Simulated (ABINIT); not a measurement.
Planning a run of ABINIT 10.8.3 on LiGeN (P6_3mc). The input:

```
acell 3*1.0 Angstrom
rprim 
  3.012408535488 -0.000000000022 0.000000000000
  -1.506204267725 2.608822318321 0.000000000000
  0.000000000000 0.000000000000 9.419459000000
ntypat 3
znucl 3 32 7
natom 6
typat 1 1 2 2 3 3
xred 
  0.666666666667 0.333333333333 0.743392000000
  0.333333333333 0.666666666667 0.243392000000
  -0.000000000000 -0.000000000000 0.498023000000
  -0.000000000000 -0.000000000000 0.998023000000
  0.333333333333 0.666666666667 0.603223000000
  0.666666666667 0.333333333333 0.103223000000
pp_dirpath "pseudos"
pseudos "Li.upf, Ge.upf, N.upf"
ecut 36
ngkpt 3 3 1
nshiftk 1
shiftk 0 0 0
kptopt 1
chksymbreak 0
iscf -2
irdden 1
istwfk *1
nband 266
nbdbuf 24
tolwfr 1e-09
nstep 60
prtvol 0
indata_prefix "in"
outdata_prefix "out"
tmpdata_prefix "tmp"
```

```sh
OMP_NUM_THREADS=1 mpirun -n 4 abinit run.abi > log
```

Estimate wall time and host memory on 4 MPI ranks of Arm Neoverse N1, shared host.

It took 1.9 min; on shared hardware allow 58 s to 3.8 min. Peak host memory was 0.39 GiB.

[Paths, hosts, dates, memory and timing lines, banners, echoed tables and standing remarks are left out of the program output.]

[Logs are printed without paths, hosts, clocks, repeated set-up lines and the standing remarks that a program may print on its own settings, such as how far it seeks lower states.]

[Runs of the session that timed out or met a known fault of the program may be left out.]

[Hosts, paths, dates, database ids (printed as entryN), source tags and the programs' standing remarks are cut or masked in the printed files.]

[G0W0 gaps are taken among the corrected bands and points alone; a level outside them can change the order at an edge.]

[Where Ansatz stands beside ABINIT at settings called matched, ABINIT's density can come from a denser mesh and the files from another edition; pairs whose starting gaps differed by over 0.03 eV were left out, so agreement reads better than it is.]
